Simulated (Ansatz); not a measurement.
# Mg2ScGeP: relaxing a made-up structure

This structure for Mg2ScGeP is made up. Its elements were placed in a known structure type with a cell scaled to their sizes. What cell does the guess relax to, and how far off was it?

Program: Ansatz 0.2.0. Level of theory: DFT, PBE, plane-wave PAW, files of the set soft_1, scalar-relativistic, no spin, cell and ions relaxed at zero pressure; PAW set soft_1, in the first sound run; inputs show where later runs differ. Results are calculated unless marked as measured.

## 1. Set-up

The structure is tetragonal, space group I4mm (No. 107). The conventional cell has a = 4.310 Å, b = 4.310 Å, c = 10.404 Å, α = 90.00°, β = 90.00°, γ = 90.00°. Nearest to Ge lie 4 Mg at 2.56 Å and 1 P at 2.63 Å and 4 Sc at 3.29 Å. Nearest to Sc lie 4 Ge at 3.29 Å and 4 P at 3.35 Å and 8 Mg at 3.35 to 3.40 Å. Nearest to P lie 4 Mg at 2.46 Å and 1 Ge at 2.63 Å and 4 Sc at 3.35 Å. Nearest to Mg lie 2 P at 2.46 Å and 2 Ge at 2.56 Å and 4 Mg at 3.05 Å and 4 Sc at 3.35 to 3.40 Å. Farther neighbours are not listed.

## 2. Relaxation of the guess

The guess takes its coordinates from another compound and its volume from a rule, so the cell and any free coordinates are relaxed together.

input.yaml reads:

```yaml
crystal:
  lattice:
    - [-2.155, 2.155, 5.202]
    - [2.155, -2.155, 5.202]
    - [2.155, 2.155, -5.202]
  atoms:
    - { symbol: Ge, position: [0.3789, 0.3789, 0.0] }
    - { symbol: Sc, position: [0.9985, 0.9985, 0.0] }
    - { symbol: P, position: [0.6317, 0.6317, 0.0] }
    - { symbol: Mg, position: [0.2455, 0.7455, 0.5] }
    - { symbol: Mg, position: [0.7455, 0.2455, 0.5] }
kpoints:
  mp_grid: { grid: [9, 9, 9] }
scf:
  occupations: { method: fermi_dirac, width: 0.05 }
hamiltonian:
  xc: pbe
  pseudopotentials: { kind: paw, azcp: { folder: soft_1 } }
relax:
  f_tol: 0.015
  max_steps: 70
  cell: {}
output:
  forces: true
  stress: true
```

The run is started by

```sh
ansatz run input.yaml --threads 4 --pin off --max-ram 8192MiB --backend cpu --events-out ev --progress --plain --runs-dir out
```

Numbers of over 12 decimals in the logs are rounded to 6 here.

What it wrote:

```text
Engine: ansatz 0.2.0, aarch64-unknown-linux-gnu
Pseudopotentials: kind: paw
Pseudopotential: Ge, paw, valence charge 14, recommended cutoff 420 eV (normal), soft_1/Ge.paw.azcp
Pseudopotential: Sc, paw, valence charge 11, recommended cutoff 420 eV (normal), soft_1/Sc.paw.azcp
Pseudopotential: P, paw, valence charge 5, recommended cutoff 420 eV (normal), soft_1/P.paw.azcp
Pseudopotential: Mg, paw, valence charge 10, recommended cutoff 420 eV (normal), soft_1/Mg.paw.azcp
Functional definition: PBE
  parameter kappa = 0.804
  parameter beta = 0.066725
  exchange = pbe_x(kappa = kappa, mu = beta*pi^2/3)
  correlation = pbe_c(beta = beta)
Crystal: 5 atoms, lattice volume = 96.633 Å³
Basis set: ecut = 420 eV, 1889 PW (Γ), exchange–correlation on 90×90×90 points (8 copies of the dense FFT grid, shifted against one another)
Bands: 30, of which v1, the nominal top of the filled ones, is band 25 counted from 1 (24 counted from 0)
Symmetry: 8 space group operations
Space group: I4mm (ITA 107), of the structure as read, at distance tolerance 4.6e-5 Å
k-points: 75 of 729 (time reversal used)
Non-local potential: Ge, projectors of the file, l = 0: 2, l = 1: 2, l = 2: 3, l = 3: 1
Non-local potential: Sc, projectors of the file, l = 0: 3, l = 1: 2, l = 2: 3, l = 3: 1
Non-local potential: P, projectors of the file, l = 0: 2, l = 1: 2, l = 2: 1
Non-local potential: Mg, projectors of the file, l = 0: 3, l = 1: 2, l = 2: 1
PAW form: soft (Blöchl's): semilocal exchange-correlation on the pseudo side does not see the compensation charge
PAW one-centre angular grid: Ge, 590 points (default); XC on 64 Gauss nodes
PAW one-centre angular grid: Sc, 590 points (default); XC on 64 Gauss nodes
PAW one-centre angular grid: P, 110 points (default); XC on 64 Gauss nodes
PAW one-centre angular grid: Mg, 110 points (default); XC on 64 Gauss nodes
Initial density: superposition of atomic densities (chi_scale 0.1, normalization cell, long waves kept (reshape's long-wave potential 0.00 eV rms))
Initial wavefunctions: pseudopotential atomic-orbital guess
Functional: x = pbe(κ = 0.804, μ = 0.219515), c = pbe(β = 0.066725)
SCF iter   1: F=—  HF=-11035.575077 eV  |F-HF|=—  |Δ(HF+E_count)|=         —  Δρ=3.12e-2  dr2=1.40e0  ethr=3.10e-3  ⟨swp⟩=6.7  Hψ=9815  notcnv=0
preconditioner: auto → Kerker (q_TF=auto, 2.445 Å⁻¹)  [metal: Δε(μ)=0.002 eV  Ē_g=5.984 eV  σ=0.050 eV  W_gap=0.01  n_scr=32 (ndim 8)  ℏωp=15.1 eV  f_vac=0.000  D(μ)=0.94/eV (n_scr^D=2)]
SCF iter   2: F=—  HF=-11035.344698 eV  |F-HF|=—  |Δ(HF+E_count)|=   2.30e-1  Δρ=1.78e-2  dr2=5.21e-1  ethr=2.80e-3  ⟨swp⟩=2.5  Hψ=3626  notcnv=0
SCF iter   3: F=—  HF=-11035.278805 eV  |F-HF|=—  |Δ(HF+E_count)|=   6.59e-2  Δρ=5.71e-3  dr2=4.41e-2  ethr=1.04e-3  ⟨swp⟩=2.3  Hψ=3620  notcnv=0
SCF iter   4: F=—  HF=-11035.260038 eV  |F-HF|=—  |Δ(HF+E_count)|=   1.88e-2  Δρ=2.21e-3  dr2=8.03e-3  ethr=8.83e-5  ⟨swp⟩=2.2  Hψ=3768  notcnv=0
SCF iter   5: F=—  HF=-11035.259158 eV  |F-HF|=—  |Δ(HF+E_count)|=   8.79e-4  Δρ=6.95e-4  dr2=9.82e-4  ethr=1.61e-5  ⟨swp⟩=2.0  Hψ=3124  notcnv=0
SCF iter   6: F=—  HF=-11035.258950 eV  |F-HF|=—  |Δ(HF+E_count)|=   2.08e-4  Δρ=2.62e-4  dr2=1.21e-4  ethr=1.96e-6  ⟨swp⟩=2.0  Hψ=3938  notcnv=0
SCF iter   7: F=—  HF=-11035.258943 eV  |F-HF|=—  |Δ(HF+E_count)|=   6.99e-6  Δρ=7.70e-5  dr2=7.53e-6  ethr=2.43e-7  ⟨swp⟩=2.0  Hψ=3243  notcnv=0
SCF iter   8: F=—  HF=-11035.258970 eV  |F-HF|=—  |Δ(HF+E_count)|=   2.67e-5  Δρ=2.07e-5  dr2=4.93e-7  ethr=1.51e-8  ⟨swp⟩=2.5  Hψ=3213  notcnv=0
SCF iter   9: F=-11035.258970 eV  HF=-11035.258970 eV  |F-HF|=1.19e-8  |Δ(HF+E_count)|=   3.33e-9  Δρ=4.03e-6  dr2=1.50e-8  ethr=2.00e-10  ⟨swp⟩=5.0  Hψ=8787  notcnv=0
SCF 1 converged in 9 iterations: F = -11035.258970 eV  dr2 = 1.50e-8
  greatest PAW one-centre occupation: 1.000 electrons in one spin orbital (limit 2), on the Mg atom at site 4 (counted from 0), in its partial waves of l = 0
relax step   1: F+E_penalty+E_count = -11035.25896969 eV  Δ(F+E_penalty+E_count) = +0.000e0 eV  max|allowed force component| = 1.820e0 eV/Å  Δτ_max = 0.0000 Å  P = +2.897 GPa  Ω = 96.633 Å³  (9 SCF iters, dr2 threshold 1.00e-7 eV, accepted)
Crystal: 5 atoms, lattice volume = 96.474 Å³
Basis set: ecut = 420 eV, 1887 PW (Γ), exchange–correlation on 90×90×90 points (8 copies of the dense FFT grid, shifted against one another)
Initial density: handed on by an earlier stage of this run
Initial wavefunctions: those handed on with the density
iter 1 solved again at ethr=3.81e-4 eV; its pass at ethr=3.10e-3 eV (dr2=1.91e-1 eV) is discarded
SCF iter   1: F=—  HF=-11035.789736 eV  |F-HF|=—  |Δ(HF+E_count)|=         —  Δρ=9.82e-3  dr2=1.88e-1  ethr=3.81e-4  ⟨swp⟩=1.1  Hψ=13115  notcnv=0
preconditioner: auto → Kerker (q_TF=auto, 2.445 Å⁻¹)  [metal: Δε(μ)=0.042 eV  Ē_g=5.953 eV  σ=0.050 eV  W_gap=0.20  n_scr=32 (ndim 8)  ℏωp=15.1 eV  f_vac=0.000  D(μ)=1.47/eV (n_scr^D=10)]
SCF iter   2: F=—  HF=-11035.772641 eV  |F-HF|=—  |Δ(HF+E_count)|=   1.71e-2  Δρ=5.48e-3  dr2=6.96e-2  ethr=3.76e-4  ⟨swp⟩=2.1  Hψ=2668  notcnv=0
SCF iter   3: F=—  HF=-11035.761368 eV  |F-HF|=—  |Δ(HF+E_count)|=   1.13e-2  Δρ=8.77e-4  dr2=3.09e-3  ethr=1.39e-4  ⟨swp⟩=2.0  Hψ=2960  notcnv=0
SCF iter   4: F=—  HF=-11035.760636 eV  |F-HF|=—  |Δ(HF+E_count)|=   7.32e-4  Δρ=3.13e-4  dr2=1.35e-4  ethr=6.18e-6  ⟨swp⟩=2.2  Hψ=3095  notcnv=0
SCF iter   5: F=—  HF=-11035.760627 eV  |F-HF|=—  |Δ(HF+E_count)|=   8.56e-6  Δρ=1.44e-4  dr2=2.19e-5  ethr=2.70e-7  ⟨swp⟩=2.7  Hψ=4726  notcnv=0
SCF iter   6: F=—  HF=-11035.760605 eV  |F-HF|=—  |Δ(HF+E_count)|=   2.24e-5  Δρ=5.58e-5  dr2=3.94e-6  ethr=4.38e-8  ⟨swp⟩=2.0  Hψ=3259  notcnv=0
SCF iter   7: F=-11035.760604 eV  HF=-11035.760604 eV  |F-HF|=1.87e-7  |Δ(HF+E_count)|=   3.22e-7  Δρ=1.90e-5  dr2=4.59e-7  ethr=1.00e-9  ⟨swp⟩=3.3  Hψ=9569  notcnv=0
SCF 2 converged in 7 iterations: F = -11035.760604 eV  dr2 = 4.59e-7
relax step   2: F+E_penalty+E_count = -11035.76060418 eV  Δ(F+E_penalty+E_count) = -5.016e-1 eV  max|allowed force component| = 7.732e-1 eV/Å  Δτ_max = 0.1684 Å  P = +1.090 GPa  Ω = 96.474 Å³  energy of the carried Pulay correction = +1.329e-5 eV  (7 SCF iters, dr2 threshold 5.00e-7 eV, accepted)
Crystal: 5 atoms, lattice volume = 95.537 Å³
Basis set: ecut = 420 eV, 1879 PW (Γ), exchange–correlation on 90×90×90 points (8 copies of the dense FFT grid, shifted against one another)
iter 1 solved again at ethr=1.32e-4 eV; its pass at ethr=3.10e-3 eV (dr2=6.58e-2 eV) is discarded
SCF iter   1: F=—  HF=-11035.903822 eV  |F-HF|=—  |Δ(HF+E_count)|=         —  Δρ=5.48e-3  dr2=6.47e-2  ethr=1.32e-4  ⟨swp⟩=1.8  Hψ=12829  notcnv=0
preconditioner: auto → Kerker (q_TF=auto, 2.449 Å⁻¹)  [metal: Δε(μ)=0.018 eV  Ē_g=6.151 eV  σ=0.050 eV  W_gap=0.09  n_scr=32 (ndim 8)  ℏωp=15.2 eV  f_vac=0.000  D(μ)=2.47/eV (n_scr^D=10)]
SCF iter   2: F=—  HF=-11035.897538 eV  |F-HF|=—  |Δ(HF+E_count)|=   6.28e-3  Δρ=3.15e-3  dr2=1.74e-2  ethr=1.29e-4  ⟨swp⟩=2.1  Hψ=2752  notcnv=0
SCF iter   3: F=—  HF=-11035.895285 eV  |F-HF|=—  |Δ(HF+E_count)|=   2.25e-3  Δρ=1.31e-3  dr2=5.30e-3  ethr=3.47e-5  ⟨swp⟩=2.0  Hψ=3347  notcnv=0
SCF iter   4: F=—  HF=-11035.894565 eV  |F-HF|=—  |Δ(HF+E_count)|=   7.20e-4  Δρ=3.89e-4  dr2=2.03e-4  ethr=1.06e-5  ⟨swp⟩=2.0  Hψ=2717  notcnv=0
SCF iter   5: F=—  HF=-11035.894566 eV  |F-HF|=—  |Δ(HF+E_count)|=   1.50e-6  Δρ=1.39e-4  dr2=2.67e-5  ethr=4.05e-7  ⟨swp⟩=2.0  Hψ=3357  notcnv=0
SCF iter   6: F=—  HF=-11035.894543 eV  |F-HF|=—  |Δ(HF+E_count)|=   2.29e-5  Δρ=5.10e-5  dr2=2.79e-6  ethr=5.33e-8  ⟨swp⟩=2.0  Hψ=3311  notcnv=0
SCF iter   7: F=-11035.894544 eV  HF=-11035.894544 eV  |F-HF|=5.48e-10  |Δ(HF+E_count)|=   4.46e-7  Δρ=1.33e-5  dr2=1.93e-7  ethr=1.00e-9  ⟨swp⟩=5.0  Hψ=9158  notcnv=0
SCF 3 converged in 7 iterations: F = -11035.894544 eV  dr2 = 1.93e-7
relax step   3: F+E_penalty+E_count = -11035.89454362 eV  Δ(F+E_penalty+E_count) = -1.339e-1 eV  max|allowed force component| = 4.750e-1 eV/Å  Δτ_max = 0.1261 Å  P = +0.851 GPa  Ω = 95.537 Å³  energy of the carried Pulay correction = +9.217e-5 eV  (7 SCF iters, dr2 threshold 5.00e-7 eV, accepted)
[...]
relax step   4: F+E_penalty+E_count = -11035.92167995 eV  Δ(F+E_penalty+E_count) = -2.714e-2 eV  max|allowed force component| = 1.024e-1 eV/Å  Δτ_max = 0.0198 Å  P = -0.822 GPa  Ω = 97.758 Å³  energy of the carried Pulay correction = -9.348e-5 eV  (7 SCF iters, dr2 threshold 5.00e-7 eV, accepted)
[...]
relax step   5: F+E_penalty+E_count = -11035.92625109 eV  Δ(F+E_penalty+E_count) = -4.571e-3 eV  max|allowed force component| = 5.516e-2 eV/Å  Δτ_max = 0.0068 Å  P = +0.191 GPa  Ω = 96.177 Å³  energy of the carried Pulay correction = +3.817e-5 eV  (6 SCF iters, dr2 threshold 5.00e-7 eV, accepted)
[...]
relax step   6: F+E_penalty+E_count = -11035.92698882 eV  Δ(F+E_penalty+E_count) = -7.377e-4 eV  max|allowed force component| = 1.871e-2 eV/Å  Δτ_max = 0.0128 Å  P = -0.013 GPa  Ω = 96.437 Å³  energy of the carried Pulay correction = +1.637e-5 eV  (6 SCF iters, dr2 threshold 1.98e-7 eV, accepted)
[...]
relax step   7: F+E_penalty+E_count = -11035.92712272 eV  Δ(F+E_penalty+E_count) = -1.339e-4 eV  max|allowed force component| = 6.724e-3 eV/Å  Δτ_max = 0.0040 Å  P = -0.013 GPa  Ω = 96.402 Å³  energy of the carried Pulay correction = +1.930e-5 eV  (6 SCF iters, dr2 threshold 2.19e-8 eV, accepted)
[...]
relax step   8: F+E_penalty+E_count = -11035.93009772 eV  Δ(F+E_penalty+E_count) = -2.975e-3 eV  max|allowed force component| = 6.264e-3 eV/Å  Δτ_max = 0.0000 Å  P = +0.046 GPa  Ω = 96.402 Å³  stress off target by 1.82e-1 GPa  SCF on the basis re-selected at this cell (its energy is not comparable with the rows above)  (7 SCF iters)
[...]
relax step   9: F+E_penalty+E_count = -11035.93033310 eV  Δ(F+E_penalty+E_count) = -2.354e-4 eV  max|allowed force component| = 3.295e-3 eV/Å  Δτ_max = 0.0068 Å  P = +0.003 GPa  Ω = 96.414 Å³  energy of the carried Pulay correction = -3.742e-6 eV  (6 SCF iters, dr2 threshold 8.31e-8 eV, accepted)
iter 1 solved again at ethr=2.01e-7 eV; its pass at ethr=3.10e-3 eV (dr2=1.00e-4 eV) is discarded
SCF iter   1: F=—  HF=-11035.930307 eV  |F-HF|=—  |Δ(HF+E_count)|=         —  Δρ=1.47e-5  dr2=2.49e-8  ethr=2.01e-7  ⟨swp⟩=3.8  Hψ=16249  notcnv=0
eigensolver tolerance schedule: the retry pair's looser diagonalisation over-reported the residual by 4031.12 of it (diagonalisation noise at 0.35 of the residual, at the tolerance the schedule requests for it); recorded, not acted on — ethr = c·dr2/N_el stays at c = 1.0e-1
preconditioner: auto → Kerker (q_TF=auto, 2.445 Å⁻¹)  [metal: Δε(μ)=0.030 eV  Ē_g=6.098 eV  σ=0.050 eV  W_gap=0.15  n_scr=32 (ndim 8)  ℏωp=15.1 eV  f_vac=0.000  D(μ)=2.50/eV (n_scr^D=12)]
SCF iter   2: F=—  HF=-11035.930336 eV  |F-HF|=—  |Δ(HF+E_count)|=   2.89e-5  Δρ=7.58e-6  dr2=1.09e-8  ethr=4.98e-11  ⟨swp⟩=3.3  Hψ=5513  notcnv=0
SCF iter   3: F=—  HF=-11035.930336 eV  |F-HF|=—  |Δ(HF+E_count)|=   2.76e-7  Δρ=1.68e-6  dr2=3.04e-9  ethr=2.18e-11  ⟨swp⟩=2.1  Hψ=2914  notcnv=0
SCF iter   4: F=—  HF=-11035.930336 eV  |F-HF|=—  |Δ(HF+E_count)|=   1.09e-9  Δρ=1.12e-6  dr2=4.23e-10  ethr=6.07e-12  ⟨swp⟩=2.0  Hψ=3237  notcnv=0
SCF iter   5: F=—  HF=-11035.930336 eV  |F-HF|=—  |Δ(HF+E_count)|=   4.76e-9  Δρ=4.61e-7  dr2=7.27e-11  ethr=1.00e-12  ⟨swp⟩=2.0  Hψ=3288  notcnv=0
SCF iter   6: F=-11035.930336 eV  HF=-11035.930336 eV  |F-HF|=5.46e-12  |Δ(HF+E_count)|=  9.99e-10  Δρ=5.22e-8  dr2=3.81e-12  ethr=1.00e-12  ⟨swp⟩=4.9  Hψ=8007  notcnv=0
SCF 10 converged in 6 iterations: F = -11035.930336 eV  dr2 = 3.81e-12
relax step  10: F+E_penalty+E_count = -11035.93033580 eV  Δ(F+E_penalty+E_count) = -2.698e-6 eV  max|allowed force component| = 3.294e-3 eV/Å  Δτ_max = 0.0000 Å  P = +0.003 GPa  Ω = 96.414 Å³  stress off target by 2.54e-2 GPa  SCF on the basis re-selected at this cell (its energy is not comparable with the rows above)  (6 SCF iters)
basis re-selected at this cell: Δ(F+E_penalty+E_count) = -2.698e-6 eV, ΔP = +0.000 GPa vs the last step (what re-selecting the basis moved, of the pressure what is left beyond the Pulay correction that the steps carried, after the strain that the cell walked since its last selection, with what the two solves' SCF thresholds leave and, on support functions, any second-order correction that the steps lacked; it is no m [...]
SCF converged after 6 iterations
Free energy (F): -11035.930336 eV
Harris-Foulkes:  -11035.930336 eV  (|F-HF|=5.46e-12)
Internal energy: -11035.910119 eV  (E = F + TS)
E sigma→0 (E₀):  -11035.920227 eV
Entropy (-TS):   -0.020217 eV (-4.043 meV/atom)
Fermi energy:    9.149598 eV
--- Per-component energies (eV) ---
  E_band       = -951.522833
  E_kinetic    = 509.241221
  E_local      = -6482.913232  (includes V_loc(G=0)·N_el)
  E_nonlocal   = 782.167277
  E_hartree    = 2548.897826
  E_xc         = -284.635477
  E_vxc        = -301.698167  (∫ρ·V_xc dr)
  E_paw        = -4162.587419  (= ΣΔE_a)
  E_vpaw       = -556.115385  (= ΣTr[D̂ρ^β])
  E_aug_tail   = -0.000249  (compensation charges beyond the density's cutoff)
  E_ewald      = -3946.080067
  E_smearing   = -0.020217  (= −TS)
  E_closure    = -0.000000  (closes the sum)
  Σ components = -11035.930336   (vs F -11035.930336, Δ=0.00e0)
--- Forces (eV/Å), atoms counted from 1 ---
  atom   1  Ge     0.00000000     0.00000000    -0.00270241
  atom   2  Sc    -0.00000000     0.00000000     0.00095367
  atom   3  P     -0.00000000     0.00000000     0.00329373
  atom   4  Mg     0.00000000    -0.00000000    -0.00077288
  atom   5  Mg    -0.00000000    -0.00000000    -0.00077288
  max |Σ_I F_I| component: 7.53e-7 eV/Å
--- Stress (GPa, compression-positive) ---
       -0.007733      -0.000000       0.000000
       -0.000000      -0.007733       0.000000
        0.000000      -0.000000       0.025404
  P = ⅓ Tr σ = 0.0033 GPa (0.033 kbar)
--- Relaxed structure (8 steps of the walk, 8 accepted, 2 SCFs on fresh bases) ---
  F+E_penalty+E_count = -11035.93033580 eV   max|allowed force component| = 3.294e-3 eV/Å   (the final SCF, on the basis selected at the relaxed cell)
  cell:  # Å, volume = 96.4140 Å³
    - [-2.020143, 2.020143, 5.906306]
    - [2.020143, -2.020143, 5.906306]
    - [2.020143, 2.020143, -5.906306]
  atoms:
    - { symbol: Ge, position: [0.400307, 0.400307, 0] }
    - { symbol: Sc, position: [0.996178, 0.996178, 0] }
    - { symbol: P, position: [0.606992, 0.606992, 0] }
    - { symbol: Mg, position: [0.248312, 0.748312, 0.500000] }
    - { symbol: Mg, position: [0.748312, 0.248312, 0.500000] }
```

Elapsed: 55 s, on 4 threads of Arm Neoverse V1, shared host; peak memory 0.48 GiB; 3.6 min of CPU time.

Relaxation path:

```csv
step,energy less that of the first step (eV),largest force component (eV/Å),pressure (GPa),volume (Å³)
1,0.0000,1.8202,2.90,96.63
2,-0.5016,0.7732,1.09,96.47
3,-0.6356,0.4750,0.85,95.54
4,-0.6627,0.1024,-0.82,97.76
5,-0.6673,0.0552,0.19,96.18
6,-0.6680,0.0187,-0.01,96.44
7,-0.6682,0.0067,-0.01,96.40
8*,-0.6711,0.0063,0.05,96.40
9,-0.6714,0.0033,0.00,96.41
10*,-0.6714,0.0033,0.00,96.41
```

Relaxation steps marked * repeat the geometry before them on a plane-wave basis chosen anew for their cell, so energy and pressure can jump there.

The run keeps the 8 symmetry operations that it works with, so distortions that break them were not tested.

```csv
cell as run,before,after,change
a (Å),6.029,6.561,+8.8 %
b (Å),6.029,6.561,+8.8 %
c (Å),6.029,6.561,+8.8 %
α (°),138.11,144.13,+4.4 %
β (°),138.11,144.13,+4.4 %
γ (°),60.73,51.63,-15.0 %
volume (Å³/atom),19.33,19.28,-0.2 %
```

The atoms that moved most (Å, as changes of fractional coordinates times the final cell):

```csv
atom,dx,dy,dz,length
P3,0.000,0.000,-0.292,0.292
Ge1,0.000,0.000,0.253,0.253
Mg4,0.000,0.000,0.033,0.033
Mg5,0.000,0.000,0.033,0.033
Sc2,0.000,0.000,-0.027,0.027
```

The relaxed structure:

```xyz
5
Lattice="-2.0201 2.0201 5.9063 2.0201 -2.0201 5.9063 2.0201 2.0201 -5.9063" Properties=species:S:1:pos:R:3 pbc="T T T"
Ge    0.0000    0.0000    4.7287
Sc    0.0000    0.0000   11.7675
P     0.0000    0.0000    7.1702
Mg    2.0201    0.0000    2.9332
Mg    0.0000    2.0201    2.9332
```

Numbers from this step:

| Item | Value |
| --- | --- |
| free energy | -11035.9303 eV |
| energy at zero smearing | -11035.9202 eV |
| smearing term TS | 0.02022 eV |
| Fermi energy | 9.150 eV |
| electrons | 50 |
| symmetry operations | 8 |
| pressure | 0.003313 GPa |

Shortest distances by pair of elements, guess and relaxed (not always the same contact):

```csv
pair,guess (Å),relaxed (Å)
Ge–P,2.630,2.441
Mg–P,2.459,2.621
Ge–Mg,2.563,2.703
Mg–Mg,3.048,2.857
Ge–Sc,3.292,3.073
```

The relaxation ends with a largest force component of 0.0033 eV/Å and a pressure of 0.00 GPa.

(Continued in part 2 of 2.)

[Logs are printed without paths, hosts, clocks, repeated set-up lines and the standing remarks that a program may print on its own settings, such as how far it seeks lower states.]

[Hosts, paths, dates, database ids (printed as entryN), source tags and the programs' standing remarks are cut or masked in the printed files.]
